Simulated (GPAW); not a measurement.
# AsP (honeycomb bilayer): G0W0 on several meshes in GPAW

How does the mesh move the gap of AsP (honeycomb bilayer)?

Program: GPAW 26.7.0. Level of theory: LDA and many-body steps on it, plane waves. Results are calculated unless marked as measured.

This is a report of a sequence of runs, with most program output left out.

### 1. Set-up

The cell holds 4 atoms: 2 P and 2 As. Cell: a = 3.393 Å, b = 3.393 Å, c = 16.900 Å, α = 90.0°, β = 90.0°, γ = 120.0°. It derives from AsP. Vacuum lies along c.

Coordinates:

```xyz
4
Lattice="3.3933 0.0000 0.0000 -1.6967 2.9387 0.0000 0.0000 0.0000 16.9000" Properties=species:S:1:pos:R:3
P     0.0000    1.9591    6.9466
As    1.6967    0.9796    5.6282
P     0.0000    1.9591   11.2711
As    1.6967    0.9796    9.9536
```

The structure was relaxed with LDA. The runs that relaxed it are not among those shown.

### 2. Empty states on the mesh, 12×12×1 mesh, 283 bands

This step: GPAW 26.7.0; DFT, LDA, plane waves, PAW.

The sums over transitions need many empty states on a uniform mesh; this step solves for them.

run.py

```python
import json
import numpy as np
from gpaw.mpi import world
from gpaw import GPAW

calc = GPAW('gs.gpw').fixed_density(kpts={'size': (12, 12, 1), 'gamma': True},
    parallel={'domain': 1, 'band': 1},
    txt='nscf.txt')
calc.diagonalize_full_hamiltonian(nbands=283)
calc.write('full.gpw', mode='all')
res = {}
kpts = calc.get_ibz_k_points()
res['kpts'] = kpts
res['eigenvalues'] = [calc.get_eigenvalues(kpt=k) for k in range(len(kpts))]
res['n_electrons'] = calc.get_number_of_electrons()

if world.rank == 0:
    with open('result.json', 'w') as f:
        json.dump(res, f, default=lambda x: x.tolist())
```

Command:

```sh
$ mpirun -n 8 gpaw python run.py
```

Run time: 3.9 min. Hardware: 8 MPI ranks of Arm Neoverse V1, shared host; peak memory 9.8 GiB.

Numbers from this step:

* gap: 0.6531 eV
* k of the valence top: 0.1667, -0.0833, 0
* k of the conduction bottom: 0.3333, 0.3333, 0
* least direct gap: 1.500 eV
* k points computed: 19
* lowest point of the top converged band, above the valence top: 74.9880 eV

On this mesh the gap is 0.653 eV.

### 3. 12×12×1

G0W0 replaces the xc potential by the self-energy, built once from these orbitals. Only a window of levels is corrected, while the sums run over the empty bands that the input names.

This step: G0W0 on LDA, plane waves, PAW.

run.py

```python
import json
import numpy as np
from gpaw.mpi import world
from gpaw.response.g0w0 import G0W0

gw = G0W0('full.gpw',
    filename='gw',
    kpts=[0, 2, 5, 9],
    bands=(8, 12),
    ecut=48,
    nbands=127,
    truncation='2D',
    integrate_gamma='sphere',
    q0_correction=True,
    frequencies={'type': 'nonlinear', 'domega0': 0.15, 'omega2': 15.0},
    eta=0.1,
    nblocksmax=True)
gw.calculate()
res = {mode: {k: v for k, v in r.items() if k != 'sigma_eskwn'}
       for mode, r in gw.all_results.items()}

if world.rank == 0:
    with open('result.json', 'w') as f:
        json.dump(res, f, default=lambda x: x.tolist())
```

Command:

```sh
$ mpirun -n 8 gpaw python run.py
```

Elapsed: 8 min, on 8 MPI ranks; peak memory 3.5 GiB.

This step gave:

```
G0W0 gap on the mesh                         : 1.495 eV
least direct G0W0 gap on the computed points : 2.480 eV
Z at the valence top                         : 0.7455
Z at the conduction bottom                   : 0.7597
starting gap on the mesh                     : 0.6531 eV
k of the valence top                         : 0.1667, -0.0833, 0
k of the conduction bottom                   : 0.3333, 0.3333, 0
```

The gap on the mesh goes from 0.65 eV to 1.50 eV, a correction of +0.84 eV.

### 4. Empty states on the mesh, 9×9×1 mesh, 137 bands

This step: DFT, LDA, plane waves, PAW.

run.py

```python
import json
import numpy as np
from gpaw.mpi import world
from gpaw import GPAW

calc = GPAW('gs.gpw').fixed_density(kpts={'size': (9, 9, 1), 'gamma': True},
    nbands=159,
    convergence={'bands': 137},
    update_fermi_level=True,
    txt='nscf.txt')
calc.write('full.gpw', mode='all')
res = {}
kpts = calc.get_ibz_k_points()
res['kpts'] = kpts
res['eigenvalues'] = [calc.get_eigenvalues(kpt=k) for k in range(len(kpts))]
res['n_electrons'] = calc.get_number_of_electrons()

if world.rank == 0:
    with open('result.json', 'w') as f:
        json.dump(res, f, default=lambda x: x.tolist())
```

Command:

```sh
$ mpirun -n 8 gpaw python run.py
```

Run time: 95 s. Hardware: 8 MPI ranks; peak memory 1.5 GiB; 7.4 min of CPU time.

This step gave:

```
gap                                                           : 0.6618 eV
k of the valence top                                          : 0.1111, 0, 0
k of the conduction bottom                                    : 0.3333, 0.3333, 0
least direct gap                                              : 1.537 eV
k points computed                                             : 12
lowest point of the top converged band, above the valence top : 44.58 eV
```

On this mesh the gap is 0.662 eV.

### 5. 9×9×1

This step: G0W0 on LDA, plane waves, PAW.

run.py

```python
import json
import numpy as np
from gpaw.mpi import world
from gpaw.response.g0w0 import G0W0

gw = G0W0('full.gpw',
    filename='gw',
    kpts=[0, 1, 3, 6],
    bands=(8, 12),
    ecut=48,
    nbands=127,
    truncation='2D',
    integrate_gamma='sphere',
    q0_correction=True,
    frequencies={'type': 'nonlinear', 'domega0': 0.15, 'omega2': 15.0},
    eta=0.1,
    nblocksmax=True)
gw.calculate()
res = {mode: {k: v for k, v in r.items() if k != 'sigma_eskwn'}
       for mode, r in gw.all_results.items()}

if world.rank == 0:
    with open('result.json', 'w') as f:
        json.dump(res, f, default=lambda x: x.tolist())
```

Command:

```sh
$ mpirun -n 8 gpaw python run.py
```

The job ended after 4.7 min (8 MPI ranks; peak memory 2.8 GiB).

This step gave:

| Property | Result |
| --- | --- |
| G0W0 gap on the mesh | 1.513 eV |
| least direct G0W0 gap on the computed points | 2.549 eV |
| Z at the valence top | 0.7461 |
| Z at the conduction bottom | 0.7578 |
| starting gap on the mesh | 0.6618 eV |
| k of the valence top | 0.1111, 0, 0 |
| k of the conduction bottom | 0.3333, 0.3333, 0 |

Against G0W0 in GPAW (12×12×1 mesh, 127 bands, screening to 48 eV, full frequency, Hilbert transform), the gap moves by +0.018 eV.

### 6. Side by side

Times are wall times on 8 MPI ranks of Arm Neoverse V1, shared host, good to a factor of about two.

| run | mesh | bands | screening cutoff (eV) | DFT gap (eV) | gap on the mesh (eV) | direct (eV) | time |
| --- | --- | --- | --- | --- | --- | --- | --- |
| 12×12×1 | 12×12×1 | 127 | 48 | 0.653 | 1.495 | 2.480 | 8 min |
| 9×9×1 | 9×9×1 | 127 | 48 | 0.662 | 1.513 | 2.549 | 4.7 min |

### 7. Outcome

```yaml
12x12x1: 1.495 eV
9x9x1: 1.513 eV
known_limits: not at the basis limit; no spin-orbit coupling
```

In words: 9×9×1: +0.018 eV against 12×12×1, +0.009 eV of it in the start. Bands and cutoff are finite, so the gap is not at the basis limit. The miss can reach some tenths of an eV and take either sign; the mesh is an error of its own. These stock PAW sets were not made for GW; the filled d or f shell of As lies in the frozen core, which bears on start and correction. The many-body steps are scalar-relativistic: spin-orbit coupling is not in them.

[Paths, hosts, dates, memory and timing lines, banners, echoed tables and standing remarks are left out of the program output.]

[Logs are printed without paths, hosts, clocks, repeated set-up lines and the standing remarks that a program may print on its own settings, such as how far it seeks lower states.]

[Runs of the session that timed out or met a known fault of the program may be left out.]

[Hosts, paths, dates, database ids (printed as entryN), source tags and the programs' standing remarks are cut or masked in the printed files.]
